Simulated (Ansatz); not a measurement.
# Dielectric function and optical constants of PH4Cl (model structure)

Wanted: where PH4Cl (model structure) starts to absorb, how strongly, and its refractive index. The structure is a model built here, which may or may not match a known phase. It was built so: All Br replaced by Cl and N replaced by P in the P-43m structure of H4BrN.

Program: Ansatz 0.2.0. Level of theory: DFT, PBE, plane-wave PAW, default files, scalar-relativistic, independent-particle optical response without local fields. Results are calculated unless marked as measured.

### 1. The starting structure

The structure is cubic, space group P-43m (No. 215). Conventional cell: a = 4.206 Å, b = 4.206 Å, c = 4.206 Å, α = 90.00°, β = 90.00°, γ = 90.00°. Nearest to Cl lie 4 H at 2.56 Å. P has 4 H at 1.08 Å nearest. Nearest to H lie 1 P at 1.08 Å. All Br replaced by Cl and N replaced by P in the P-43m structure of H4BrN. Farther neighbours and most contacts between anions are not listed.

### 2. Relaxation

Spectra hang on bond lengths, so the cell is first brought to its minimum.

This step: DFT, PBE, plane-wave PAW, default files, scalar-relativistic, relaxation (Ansatz 0.2.0).

input.yaml

```yaml
crystal:
  lattice:
    - [4.20571429, 0.0, 0.0]
    - [0.0, 4.20571429, 0.0]
    - [0.0, 0.0, 4.20571429]
  atoms:
    - { symbol: Cl, position: [0.5, 0.5, 0.5] }
    - { symbol: P, position: [0.0, 0.0, 0.0] }
    - { symbol: H, position: [0.852, 0.148, 0.852] }
    - { symbol: H, position: [0.852, 0.852, 0.148] }
    - { symbol: H, position: [0.148, 0.852, 0.852] }
    - { symbol: H, position: [0.148, 0.148, 0.148] }
kpoints:
  mp_grid: { grid: [5, 5, 5] }
scf:
  occupations: { method: fermi_dirac, width: 0.05 }
hamiltonian:
  xc: pbe
  pseudopotentials: { kind: paw }
output:
  forces: true
  stress: true
relax:
  f_tol: 0.02
  max_steps: 50
  cell: {}
```

Command:

```console
$ ansatz run input.yaml --threads 2 --pin off --max-ram 5120MiB --backend cpu --events-out ev --progress --plain --runs-dir out
```

Numbers of over 12 decimals in the logs are rounded to 6 here.

The log of the run:

```text
Engine: ansatz 0.2.0, x86_64-unknown-linux-gnu
Pseudopotentials: kind: paw
Pseudopotential: Cl, paw, valence charge 7, recommended cutoff 420 eV (normal), Cl.paw.azcp
Pseudopotential: P, paw, valence charge 5, recommended cutoff 420 eV (normal), P.paw.azcp
Pseudopotential: H, paw, valence charge 1, recommended cutoff 420 eV (normal), H.paw.azcp
Functional definition: PBE
  parameter kappa = 0.804
  parameter beta = 0.066725
  exchange = pbe_x(kappa = kappa, mu = beta*pi^2/3)
  correlation = pbe_c(beta = beta)
Crystal: 6 atoms, lattice volume = 74.391 Å³
Basis set: ecut = 420 eV, 1419 PW (Γ), exchange–correlation on 60×60×60 points (8 copies of the dense FFT grid, shifted against one another)
Bands: 14, of which v1, the nominal top of the filled ones, is band 8 counted from 1 (7 counted from 0)
Symmetry: 24 space group operations
Space group: P-43m (ITA 215), of the structure as read, at distance tolerance 4.2e-5 Å
k-points: 10 of 125 (time reversal used)
Non-local potential: Cl, projectors of the file, l = 0: 2, l = 1: 2, l = 2: 2
Non-local potential: P, projectors of the file, l = 0: 2, l = 1: 2, l = 2: 2
Non-local potential: H, projectors of the file, l = 0: 2, l = 1: 1
PAW form: soft (Blöchl's): semilocal exchange-correlation on the pseudo side does not see the compensation charge
PAW one-centre angular grid: Cl, 110 points (default); XC on 64 Gauss nodes
PAW one-centre angular grid: P, 110 points (default); XC on 64 Gauss nodes
PAW one-centre angular grid: H, 110 points (default); XC on 64 Gauss nodes
Initial density: superposition of atomic densities (neutral atoms: chi_scale 0, normalization atom), corrected by the library's trained network
Initial wavefunctions: pseudopotential atomic-orbital guess
Functional: x = pbe(κ = 0.804, μ = 0.219515), c = pbe(β = 0.066725)
SCF iter   1: F=—  HF=-1891.247083 eV  |F-HF|=—  |Δ(HF+E_count)|=         —  Δρ=1.05e-2  dr2=2.48e-1  ethr=1.77e-3  ⟨swp⟩=7.0  Hψ=1025  notcnv=0
preconditioner: auto → none  [insulator: Δε(μ)=5.823 eV  Ē_g=13.550 eV  σ=0.050 eV  W_gap=1.00  n_scr=6 (ndim 8)  ℏωp=17.2 eV  f_vac=0.000  D(μ)=0.00/eV (n_scr^D=0)  ε∞_Penn≈2.6]
SCF iter   2: F=—  HF=-1891.148009 eV  |F-HF|=—  |Δ(HF+E_count)|=   9.91e-2  Δρ=5.96e-3  dr2=2.62e-2  ethr=1.55e-3  ⟨swp⟩=2.8  Hψ=339  notcnv=0  defer=14
SCF iter   3: F=—  HF=-1891.142601 eV  |F-HF|=—  |Δ(HF+E_count)|=   5.41e-3  Δρ=2.17e-3  dr2=2.70e-3  ethr=1.64e-4  ⟨swp⟩=2.0  Hψ=277  notcnv=0  defer=14
SCF iter   4: F=—  HF=-1891.142800 eV  |F-HF|=—  |Δ(HF+E_count)|=   1.99e-4  Δρ=6.32e-4  dr2=2.02e-4  ethr=1.69e-5  ⟨swp⟩=2.0  Hψ=198  notcnv=0  defer=14
SCF iter   5: F=—  HF=-1891.142872 eV  |F-HF|=—  |Δ(HF+E_count)|=   7.18e-5  Δρ=5.93e-5  dr2=1.93e-6  ethr=1.26e-6  ⟨swp⟩=2.6  Hψ=186  notcnv=0  defer=14
SCF iter   6: F=—  HF=-1891.142861 eV  |F-HF|=—  |Δ(HF+E_count)|=   1.02e-5  Δρ=6.38e-6  dr2=2.98e-8  ethr=6.25e-10  ⟨swp⟩=4.4  Hψ=597  notcnv=0
SCF iter   7: F=-1891.142862 eV  HF=-1891.142862 eV  |F-HF|=6.20e-10  |Δ(HF+E_count)|=   4.46e-8  Δρ=5.73e-7  dr2=1.19e-10  ethr=1.86e-10  ⟨swp⟩=2.8  Hψ=461  notcnv=0
SCF 1 converged in 7 iterations: F = -1891.142862 eV  dr2 = 1.19e-10
  greatest PAW one-centre occupation: 0.905 electrons in one spin orbital (limit 2), on the Cl atom at site 0 (counted from 0), in its partial waves of l = 0
relax step   1: F+E_penalty+E_count = -1891.14286152 eV  Δ(F+E_penalty+E_count) = +0.000e0 eV  max|allowed force component| = 9.918e0 eV/Å  Δτ_max = 0.0000 Å  P = +53.094 GPa  Ω = 74.391 Å³  (7 SCF iters, dr2 threshold 1.00e-7 eV, accepted)
Crystal: 6 atoms, lattice volume = 78.084 Å³
Basis set: ecut = 420 eV, 1551 PW (Γ), exchange–correlation on 60×60×60 points (8 copies of the dense FFT grid, shifted against one another)
Initial density: handed on by an earlier stage of this run
Initial wavefunctions: those handed on with the density
SCF iter   1: F=—  HF=-1898.397272 eV  |F-HF|=—  |Δ(HF+E_count)|=         —  Δρ=4.03e-2  dr2=8.24e-1  ethr=3.10e-3  ⟨swp⟩=7.0  Hψ=890  notcnv=0
preconditioner: auto → Resta (q_TF=auto, 2.095 Å⁻¹)  ε∞=2.8  [insulator: Δε(μ)=5.345 eV  Ē_g=12.618 eV  σ=0.050 eV  W_gap=1.00  n_scr=18 (ndim 8)  ℏωp=16.8 eV  f_vac=0.007  D(μ)=0.00/eV (n_scr^D=0)  ε∞_Penn≈2.8]
SCF iter   2: F=—  HF=-1898.185753 eV  |F-HF|=—  |Δ(HF+E_count)|=   2.12e-1  Δρ=1.88e-2  dr2=1.52e-1  ethr=3.10e-3  ⟨swp⟩=2.7  Hψ=299  notcnv=0  defer=16
SCF iter   3: F=—  HF=-1898.152182 eV  |F-HF|=—  |Δ(HF+E_count)|=   3.36e-2  Δρ=1.71e-3  dr2=1.33e-3  ethr=9.48e-4  ⟨swp⟩=2.0  Hψ=240  notcnv=0  defer=16
SCF iter   4: F=—  HF=-1898.152540 eV  |F-HF|=—  |Δ(HF+E_count)|=   3.58e-4  Δρ=3.25e-4  dr2=1.35e-4  ethr=8.32e-6  ⟨swp⟩=2.5  Hψ=302  notcnv=0  defer=16
SCF iter   5: F=—  HF=-1898.152586 eV  |F-HF|=—  |Δ(HF+E_count)|=   4.67e-5  Δρ=1.20e-4  dr2=1.09e-5  ethr=8.44e-7  ⟨swp⟩=2.7  Hψ=182  notcnv=0  defer=16
SCF iter   6: F=-1898.152605 eV  HF=-1898.152605 eV  |F-HF|=9.69e-8  |Δ(HF+E_count)|=   1.83e-5  Δρ=1.42e-5  dr2=6.97e-8  ethr=3.75e-9  ⟨swp⟩=4.0  Hψ=569  notcnv=0
SCF 2 converged in 6 iterations: F = -1898.152605 eV  dr2 = 6.97e-8
  greatest PAW one-centre occupation: 0.906 electrons in one spin orbital (limit 2), on the Cl atom at site 0 (counted from 0), in its partial waves of l = 0
relax step   2: F+E_penalty+E_count = -1898.15260481 eV  Δ(F+E_penalty+E_count) = -7.010e0 eV  max|allowed force component| = 3.317e0 eV/Å  Δτ_max = 0.1433 Å  P = +19.371 GPa  Ω = 78.084 Å³  energy of the carried Pulay correction = -4.096e-3 eV  (6 SCF iters, dr2 threshold 6.00e-7 eV, accepted)
Crystal: 6 atoms, lattice volume = 90.070 Å³
Basis set: ecut = 420 eV, 1791 PW (Γ), exchange–correlation on 60×60×60 points (8 copies of the dense FFT grid, shifted against one another)
iter 1 solved again at ethr=2.47e-3 eV; its pass at ethr=3.10e-3 eV (dr2=3.95e-1 eV) is discarded
SCF iter   1: F=—  HF=-1899.690533 eV  |F-HF|=—  |Δ(HF+E_count)|=         —  Δρ=2.10e-2  dr2=3.96e-1  ethr=2.47e-3  ⟨swp⟩=1.0  Hψ=1060  notcnv=0
preconditioner: auto → Resta (q_TF=auto, 2.046 Å⁻¹)  ε∞=2.7  [insulator: Δε(μ)=5.118 eV  Ē_g=11.933 eV  σ=0.050 eV  W_gap=1.00  n_scr=18 (ndim 8)  ℏωp=15.7 eV  f_vac=0.066  D(μ)=0.00/eV (n_scr^D=0)  ε∞_Penn≈2.7]
SCF iter   2: F=—  HF=-1899.564395 eV  |F-HF|=—  |Δ(HF+E_count)|=   1.26e-1  Δρ=1.04e-2  dr2=9.17e-2  ethr=2.47e-3  ⟨swp⟩=2.0  Hψ=200  notcnv=0
SCF iter   3: F=—  HF=-1899.531936 eV  |F-HF|=—  |Δ(HF+E_count)|=   3.25e-2  Δρ=1.17e-3  dr2=1.35e-3  ethr=5.73e-4  ⟨swp⟩=2.5  Hψ=313  notcnv=0  defer=16
SCF iter   4: F=—  HF=-1899.532821 eV  |F-HF|=—  |Δ(HF+E_count)|=   8.85e-4  Δρ=5.95e-4  dr2=2.23e-4  ethr=8.44e-6  ⟨swp⟩=2.4  Hψ=197  notcnv=0  defer=16
SCF iter   5: F=—  HF=-1899.533131 eV  |F-HF|=—  |Δ(HF+E_count)|=   3.10e-4  Δρ=1.39e-4  dr2=1.74e-5  ethr=1.39e-6  ⟨swp⟩=2.3  Hψ=190  notcnv=0  defer=16
SCF iter   6: F=—  HF=-1899.533142 eV  |F-HF|=—  |Δ(HF+E_count)|=   1.10e-5  Δρ=4.69e-5  dr2=1.28e-6  ethr=1.09e-7  ⟨swp⟩=2.2  Hψ=191  notcnv=0  defer=16
SCF iter   7: F=-1899.533142 eV  HF=-1899.533142 eV  |F-HF|=4.16e-8  |Δ(HF+E_count)|=   7.24e-7  Δρ=1.13e-5  dr2=1.16e-7  ethr=3.75e-9  ⟨swp⟩=5.0  Hψ=462  notcnv=0
SCF 3 converged in 7 iterations: F = -1899.533142 eV  dr2 = 1.16e-7
relax step   3: F+E_penalty+E_count = -1899.53314230 eV  Δ(F+E_penalty+E_count) = -1.381e0 eV  max|allowed force component| = 1.252e0 eV/Å  Δτ_max = 0.0334 Å  P = +5.110 GPa  Ω = 90.070 Å³  energy of the carried Pulay correction = -1.613e-2 eV  (7 SCF iters, dr2 threshold 6.00e-7 eV, accepted)
[...]
relax step   4: F+E_penalty+E_count = -1899.88526636 eV  Δ(F+E_penalty+E_count) = -3.521e-1 eV  max|allowed force component| = 4.265e-1 eV/Å  Δτ_max = 0.0686 Å  P = +1.165 GPa  Ω = 86.793 Å³  energy of the carried Pulay correction = -1.301e-2 eV  (6 SCF iters, dr2 threshold 6.00e-7 eV, accepted)
[...]
relax step   5: F+E_penalty+E_count = -1899.96999871 eV  Δ(F+E_penalty+E_count) = -8.473e-2 eV  max|allowed force component| = 1.135e-1 eV/Å  Δτ_max = 0.0532 Å  P = +0.266 GPa  Ω = 81.552 Å³  energy of the carried Pulay correction = -7.765e-3 eV  (6 SCF iters, dr2 threshold 6.00e-7 eV, accepted)
[...]
relax step   6: F+E_penalty+E_count = -1899.97909702 eV  Δ(F+E_penalty+E_count) = -9.098e-3 eV  max|allowed force component| = 1.774e-2 eV/Å  Δτ_max = 0.0205 Å  P = +0.144 GPa  Ω = 79.452 Å³  energy of the carried Pulay correction = -5.563e-3 eV  (5 SCF iters, dr2 threshold 6.00e-7 eV, accepted)
[...]
relax step   7: F+E_penalty+E_count = -1899.97909972 eV  Δ(F+E_penalty+E_count) = -2.706e-6 eV  max|allowed force component| = 1.791e-3 eV/Å  Δτ_max = 0.0009 Å  P = +0.014 GPa  Ω = 79.557 Å³  energy of the carried Pulay correction = -5.675e-3 eV  (4 SCF iters, dr2 threshold 5.20e-8 eV, accepted)
Initial wavefunctions: pseudopotential atomic-orbital guess (no wavefunctions were taken with the density)
iter 1 solved again at ethr=8.16e-7 eV; its pass at ethr=3.10e-3 eV (dr2=1.31e-4 eV) is discarded
SCF iter   1: F=—  HF=-1899.981710 eV  |F-HF|=—  |Δ(HF+E_count)|=         —  Δρ=2.94e-4  dr2=3.81e-6  ethr=8.16e-7  ⟨swp⟩=3.0  Hψ=1376  notcnv=0
preconditioner: auto → Resta (q_TF=auto, 2.088 Å⁻¹)  ε∞=3.0  [insulator: Δε(μ)=4.852 eV  Ē_g=11.860 eV  σ=0.050 eV  W_gap=1.00  n_scr=18 (ndim 8)  ℏωp=16.7 eV  f_vac=0.000  D(μ)=0.00/eV (n_scr^D=0)  ε∞_Penn≈3.0]
SCF iter   2: F=—  HF=-1899.982909 eV  |F-HF|=—  |Δ(HF+E_count)|=   1.20e-3  Δρ=1.50e-4  dr2=9.77e-7  ethr=2.38e-8  ⟨swp⟩=2.0  Hψ=226  notcnv=0
SCF iter   3: F=—  HF=-1899.983298 eV  |F-HF|=—  |Δ(HF+E_count)|=   3.89e-4  Δρ=7.83e-6  dr2=5.18e-8  ethr=6.11e-9  ⟨swp⟩=2.0  Hψ=220  notcnv=0
SCF iter   4: F=—  HF=-1899.983298 eV  |F-HF|=—  |Δ(HF+E_count)|=   1.27e-7  Δρ=2.04e-6  dr2=2.28e-9  ethr=3.24e-10  ⟨swp⟩=2.5  Hψ=208  notcnv=0
SCF iter   5: F=—  HF=-1899.983298 eV  |F-HF|=—  |Δ(HF+E_count)|=   3.66e-9  Δρ=3.83e-7  dr2=1.07e-10  ethr=1.43e-11  ⟨swp⟩=2.0  Hψ=220  notcnv=0
SCF iter   6: F=-1899.983298 eV  HF=-1899.983298 eV  |F-HF|=3.87e-11  |Δ(HF+E_count)|=  2.95e-10  Δρ=7.43e-8  dr2=2.58e-12  ethr=1.00e-12  ⟨swp⟩=5.0  Hψ=442  notcnv=0
SCF 8 converged in 6 iterations: F = -1899.983298 eV  dr2 = 2.58e-12
relax step   8: F+E_penalty+E_count = -1899.98329837 eV  Δ(F+E_penalty+E_count) = -4.199e-3 eV  max|allowed force component| = 7.343e-4 eV/Å  Δτ_max = 0.0000 Å  P = -0.014 GPa  Ω = 79.557 Å³  stress off target by 1.44e-2 GPa  SCF on the basis re-selected at this cell (its energy is not comparable with the rows above)  (6 SCF iters)
basis re-selected at this cell: Δ(F+E_penalty+E_count) = -4.199e-3 eV, ΔP = -0.028 GPa vs the last step (what re-selecting the basis moved, of the pressure what is left beyond the Pulay correction that the steps carried, after the strain that the cell walked since its last selection, with what the two solves' SCF thresholds leave and, on support functions, any second-order correction that the steps lacked; it is no m [...]
SCF converged after 6 iterations
Free energy (F): -1899.983298 eV
Harris-Foulkes:  -1899.983298 eV  (|F-HF|=3.87e-11)
Internal energy: -1899.983298 eV  (E = F + TS)
E sigma→0 (E₀):  -1899.983298 eV
Fermi energy:    2.583528 eV
--- Per-component energies (eV) ---
  E_band       = -75.569569
  E_kinetic    = 283.116053
  E_local      = -450.670427  (includes V_loc(G=0)·N_el)
  E_nonlocal   = 68.739011
  E_hartree    = 128.806036
  E_xc         = -203.389329
  E_vxc        = -227.440175  (∫ρ·V_xc dr)
  E_paw        = -1230.731039  (= ΣΔE_a)
  E_vpaw       = -6.921665  (= ΣTr[D̂ρ^β])
  E_aug_tail   = -0.004432  (compensation charges beyond the density's cutoff)
  E_ewald      = -495.849171
  E_smearing   = -0.000000  (= −TS)
  E_closure    = -0.000000  (closes the sum)
  Σ components = -1899.983298   (vs F -1899.983298, Δ=0.00e0)
--- Forces (eV/Å), atoms counted from 1 ---
  atom   1  Cl    -0.00000000     0.00000000     0.00000000
  atom   2  P      0.00000000    -0.00000000    -0.00000000
  atom   3  H     -0.00073427     0.00073427    -0.00073427
  atom   4  H     -0.00073427    -0.00073427     0.00073427
  atom   5  H      0.00073427    -0.00073427    -0.00073427
  atom   6  H      0.00073427     0.00073427     0.00073427
  max |Σ_I F_I| component: 2.37e-17 eV/Å
--- Stress (GPa, compression-positive) ---
       -0.014415       0.000000      -0.000000
        0.000000      -0.014415      -0.000000
       -0.000000      -0.000000      -0.014415
  P = ⅓ Tr σ = -0.0144 GPa (-0.144 kbar)
--- Relaxed structure (7 steps of the walk, 7 accepted, 1 SCFs on fresh bases) ---
  F+E_penalty+E_count = -1899.98329837 eV   max|allowed force component| = 7.343e-4 eV/Å   (the final SCF, on the basis selected at the relaxed cell)
  cell:  # Å, volume = 79.5574 Å³
    - [4.300908, 0, 0]
    - [0, 4.300908, 0]
    - [0, 0, 4.300908]
  atoms:
    - { symbol: Cl, position: [0.5, 0.5, 0.5] }
    - { symbol: P, position: [-9.538327526752558e-19, -2.0580445429344527e-18, -1.370597513979312e-18] }
    - { symbol: H, position: [0.808087, 0.191913, 0.808087] }
    - { symbol: H, position: [0.808087, 0.808087, 0.191913] }
    - { symbol: H, position: [0.191913, 0.808087, 0.808087] }
    - { symbol: H, position: [0.191913, 0.191913, 0.191913] }
```

Elapsed: 2.2 s, on 2 threads of AMD EPYC 9R45, shared host; peak memory 0.39 GiB; 3.9 s of CPU time.

Relaxation path:

| step | energy less that of the first step (eV) | largest force component (eV/Å) | pressure (GPa) | volume (Å³) |
| --- | --- | --- | --- | --- |
| 1 | 0.0000 | 9.9176 | 53.09 | 74.39 |
| 2 | -7.0097 | 3.3173 | 19.37 | 78.08 |
| 3 | -8.3903 | 1.2516 | 5.11 | 90.07 |
| 4 | -8.7424 | 0.4265 | 1.16 | 86.79 |
| 5 | -8.8271 | 0.1135 | 0.27 | 81.55 |
| 6 | -8.8362 | 0.0177 | 0.14 | 79.45 |
| 7 | -8.8362 | 0.0018 | 0.01 | 79.56 |
| 8* | -8.8404 | 0.0007 | -0.01 | 79.56 |

Relaxation steps marked * repeat the geometry before them on a plane-wave basis chosen anew for their cell, so energy and pressure can jump there.

Forces are held to the 24 operations that the run works with; a distortion that breaks them can't arise in this run.

| conventional cell, symmetrised | before | after | change |
| --- | --- | --- | --- |
| a (Å) | 4.206 | 4.301 | +2.3 % |
| b (Å) | 4.206 | 4.301 | +2.3 % |
| c (Å) | 4.206 | 4.301 | +2.3 % |
| volume (Å³/atom) | 12.40 | 13.26 | +6.9 % |

The atoms that moved most (Å, as changes of fractional coordinates times the final cell):

| atom | dx | dy | dz | length |
| --- | --- | --- | --- | --- |
| H6 | 0.189 | 0.189 | 0.189 | 0.327 |
| H4 | -0.189 | -0.189 | 0.189 | 0.327 |
| H5 | 0.189 | -0.189 | -0.189 | 0.327 |
| H3 | -0.189 | 0.189 | -0.189 | 0.327 |

The relaxed structure:

```xyz
6
Lattice="4.3009 0.0000 0.0000 0.0000 4.3009 0.0000 0.0000 0.0000 4.3009" Properties=species:S:1:pos:R:3 pbc="T T T"
Cl    2.1505    2.1505    2.1505
P     0.0000    0.0000    0.0000
H     3.4755    0.8254    3.4755
H     3.4755    3.4755    0.8254
H     0.8254    3.4755    3.4755
H     0.8254    0.8254    0.8254
```

The relaxation ends with a largest force component of 7.3e-4 eV/Å and a pressure of -0.01 GPa.

(Continued in part 2 of 3.)

[Logs are printed without paths, hosts, clocks, repeated set-up lines and the standing remarks that a program may print on its own settings, such as how far it seeks lower states.]

[Hosts, paths, dates, database ids (printed as entryN), source tags and the programs' standing remarks are cut or masked in the printed files.]
